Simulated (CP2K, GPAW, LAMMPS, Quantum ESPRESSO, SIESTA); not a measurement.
# SIESTA on amorphous carbon (220 atoms): settings against a plane-wave reference, part 2 of 2

Aim: run amorphous carbon (220 atoms) in SIESTA and see how near its forces come to a plane-wave reference, and at what cost.

Program: SIESTA 5.4.2; the method stands at each step. Banners, paths, timers and routine set-up lines are dropped from the logs unmarked, and long logs keep their key lines alone; longer cuts are marked. The potentials were converted by us to PSML.

So far. Step 2 (PBE, DZP, shift 0.01 Ry, mesh 300 Ry): Forces lie 13 % from the reference's, at 1.1 times its CPU time. Step 3 (PBE, SZ, shift 0.01 Ry, mesh 300 Ry): Against the first run (13 %), the force difference from the reference is 60 %, at 0.15 times the CPU time (on 2 against 4 cores), with 880 basis functions against 2860: the smaller basis costs accuracy.

## 4. revPBE, PBE potentials, DZP, shift 0.01 Ry, mesh 300 Ry

Method: Kohn-Sham DFT, revPBE, PseudoDojo 0.4.1 norm-conserving pseudopotentials (converted to PSML), numerical atomic orbitals (DZP), diagonalisation.

File input.fdf:

```
SystemLabel cell
NumberOfAtoms 220
NumberOfSpecies 1
%block ChemicalSpeciesLabel
  1 6 C
%endblock ChemicalSpeciesLabel
LatticeConstant 1.0 Ang
%block LatticeVectors
  11.45530 0.00000 0.00000
  0.00000 11.45530 0.00000
  0.00000 0.00000 11.45530
%endblock LatticeVectors
PAO.BasisSize DZP
PAO.EnergyShift 0.01 Ry
XC.Functional GGA
XC.Authors revPBE
MeshCutoff 300 Ry
%block kgrid_Monkhorst_Pack
  1 0 0 0.0
  0 1 0 0.0
  0 0 1 0.0
%endblock kgrid_Monkhorst_Pack
SolutionMethod diagon
OccupationFunction FD
ElectronicTemperature 580 K
SCF.Mixer.Method Pulay
SCF.Mixer.Weight 0.05
SCF.Mixer.History 8
SCF.Mix Hamiltonian
MaxSCFIterations 300
SCF.DM.Tolerance 1e-04
SCF.H.Tolerance 1.0e-3 eV
WriteForces T
Write.HirshfeldPop T
Write.VoronoiPop T
Write.DM F
Write.H F
XML.Write F
AtomicCoordinatesFormat Fractional
%block AtomicCoordinatesAndAtomicSpecies
[... 220 atom lines left out: the same atoms as in the first run ...]
%endblock AtomicCoordinatesAndAtomicSpecies
```

Started as:

```bash
> OMP_NUM_THREADS=1 mpirun -np 4 siesta < input.fdf > output.txt
```

Log:

```text
Version         : 5.4.2
reinit: System Name:
reinit: System Label: cell
initatom: Reading input for the pseudopotentials and atomic orbitals ----------
Species number:   1 Atomic number:    6 Label: C
Ground state valence configuration (from tables):   2s02  2p02  3d00  4f00
---- Processing specs for species: C
GGA--PBE XC_GGA_X_PBE--XC_GGA_C_PBE pb
C pseudopotential only contains V_ls up to l=1 -- lmxkb reset.
Using PAO.SplitTailNorm
%block ChemicalSpeciesLabel
    1    6 C                       # Species index, atomic number, species label
%endblock ChemicalSpeciesLabel
%block PAO.Basis                 # Define Basis set
C                     2                    # Species label, number of l-shells
 n=2   0   2                         # n, l, Nzeta
   4.466      3.036
[... lines left out ...]
Total number of electrons:   880.000000
[... lines left out ...]
stepf: Fermi-Dirac step function
        iscf     Eharris(eV)        E_KS(eV)     FreeEng(eV)     dDmax    Ef(eV) dHmax(eV)
[... lines left out ...]
SCF Convergence by DM+H criterion
[... lines left out ...]
SCF cycle converged after 24 iterations
[... lines left out ...]
   Max    4.030152
[... lines left out ...]
   Max    4.030152    constrained
Stress tensor Voigt[x,y,z,yz,xz,xy] (kbar):     -110.22      -38.42      -58.50       13.37      -34.39       46.30
[... lines left out ...]
Target enthalpy (eV/cell)   -35811.8896
siesta: Program's energy decomposition (eV):
siesta: Ebs     =    -11874.039122
siesta: Eions   =     62075.578652
siesta: Ena     =     16336.429085
siesta: Ekin    =     24447.836164
siesta: Enl     =     -1206.915294
siesta: DEna    =      -593.754412
siesta: DUscf   =        47.859419
siesta: Ex      =    -11612.704198
siesta: Ec      =     -1154.635431
siesta: Exc     =    -12767.339628
siesta: Eharris =    -35811.463319
siesta: Etot    =    -35811.463319
siesta: FreeEng =    -35811.889610
siesta: Final energy (eV):
siesta:  Band Struct. =  -11874.039122
siesta:       Kinetic =   24447.836164
siesta:       Hartree =    5260.610713
siesta:         Exch. =  -11612.704198
siesta:         Corr. =   -1154.635431
siesta:   Exch.-corr. =  -12767.339628
siesta:  Ion-electron =  -32885.475746
siesta:       Ion-ion =  -19867.094821
siesta:         Total =  -35811.463319
siesta:         Fermi =      -4.290666
siesta: Stress tensor (static) (eV/Ang**3):
siesta:    -0.068795    0.028899   -0.021465
siesta:     0.028899   -0.023979    0.008343
siesta:    -0.021465    0.008343   -0.036514
siesta: Cell volume =       1503.209120 Ang**3
siesta: Pressure (static):
siesta:                Solid            Molecule  Units
siesta:           0.00046938          0.00046188  Ry/Bohr**3
siesta:           0.04309609          0.04240748  eV/Ang**3
siesta:          69.04754691         67.94426613  kBar
    Orbital volume contribution        =          82.836744 eV
    (Free)E + p_basis*V_orbitals       =      -35729.052866 eV
    (Free)Eharris+ p_basis*V_orbitals  =      -35729.052866 eV
Hirshfeld Atomic Populations:
Atom #   charge [q] valence [e]  Species
     1     0.018920    3.981080  C
     2     0.000959    3.999041  C
     3     0.008115    3.991885  C
[...]
--------------------
 Total     0.000047
Voronoi Atomic Populations:
Atom #   charge [q] valence [e]  Species
[...]
219    -0.003363    4.003363  C
   220     0.003338    3.996662  C
--------------------
 Total     0.000046
```

The job ended after 5.9 min (4 MPI ranks of Arm Neoverse V1, shared host; peak memory 3.4 GiB).

Compared with the plane-wave run:

* r.m.s. force component: 1.249 eV/Å
* r.m.s. difference of force components: 149.1 meV/Å
* longest difference of force vectors: 517.1 meV/Å
* force difference over r.m.s. force: 11.96 %
* slope of forces against the reference's: 0.9942
* correlation of force components: 0.9929
* pressure: 6.905 GPa
* pressure difference: 8.707 GPa

Against the first run (13 %), the force difference from the reference is 12 %, at 1.1 times the CPU time; the model has changed, so this is no error of the program alone.

## 5. Side by side

Differences are against the plane-wave reference, forces as r.m.s. over components; share is that over the reference's r.m.s. force, slope the least-squares factor from reference forces to these. Total energies of different programs have different zeros and aren't compared.

```tsv
run	Δ force, r.m.s. (meV/Å)	share (%)	slope	Δ pressure (GPa)	cores	CPU time	memory (GiB)
reference	-	-	-	-	4	20 min	7.6
SIESTA PBE, DZP, shift 0.01 Ry, mesh 300 Ry	160	12.8	0.987	7.33	4	22 min	3.4
SIESTA PBE, SZ, shift 0.01 Ry, mesh 300 Ry (coarse)	753	60.4	1.065	27.6	2	3.4 min	1.1
SIESTA revPBE, PBE potentials, DZP, shift 0.01 Ry, mesh 300 Ry	149	12.0	0.994	8.71	4	24 min	3.4
```

Rows marked coarse were listed beforehand as settings not expected to be converged; some can still land near the reference.

CPU time is summed over cores on a shared host, where runs went side by side, so it is rough. Symmetry, cutoffs, thresholds, outputs and thread counts weren't matched or tuned between programs; memory under MPI is the largest rank's times the ranks.

## 6. Outcome

- nearest in forces: SIESTA revPBE, PBE potentials, DZP, shift 0.01 Ry, mesh 300 Ry, 12 %
- its CPU time: 24 min

In words: The PBE run in local orbitals, coarse settings apart, differs by 13 % (SIESTA PBE, DZP, shift 0.01 Ry, mesh 300 Ry); basis, grid and potentials can all enter. Rows with another functional or a dispersion term differ by 12 % (SIESTA revPBE, PBE potentials, DZP, shift 0.01 Ry, mesh 300 Ry), which mixes the change of model with differences of basis and potentials, some of them made for another functional. Runs with settings chosen to be coarse differ by 60 % (SIESTA PBE, SZ, shift 0.01 Ry, mesh 300 Ry), their programs' other errors included. One electronic-structure run takes under half the reference's CPU time: SIESTA PBE, SZ, shift 0.01 Ry, mesh 300 Ry, at 60 % in 3.4 min against 20 min, too far off to be of use; its pressure misses by +27.6 GPa. In pressure, SIESTA PBE, SZ, shift 0.01 Ry, mesh 300 Ry misses by +27.6 GPa, at the same functional. The reference's pressure holds the uncorrected Pulay stress of its 45 Ry basis, so small pressure differences, and their order, may be the reference's own error. The quench rate of 100 K/ps is many orders above laboratory rates, so the cell is likely richer in defects and strain than a real sample. The network of bonds at the start is that of the classical potential that made the cell, and needn't be the one that DFT or experiment would give. The reference's stress is far from hydrostatic: its diagonal is 2.5, -5.4, -2.6 GPa, compression counted positive. The reference's pressure of -1.8 GPa belongs to a cell and atoms that aren't relaxed at this level. The electronic-structure runs sample only Γ, in a cell whose shortest periodic width is 11 Å, which is coarse for a cell with partly filled levels.

[Also dropped from logs without a mark: logging warnings of Python, and SIESTA's first energy breakdown and zero terms.]

[Logs are printed without paths, hosts, clocks, repeated set-up lines and the standing remarks that a program may print on its own settings, such as how far it seeks lower states.]

[Hosts, paths, dates, database ids (printed as entryN), source tags and the programs' standing remarks are cut or masked in the printed files.]
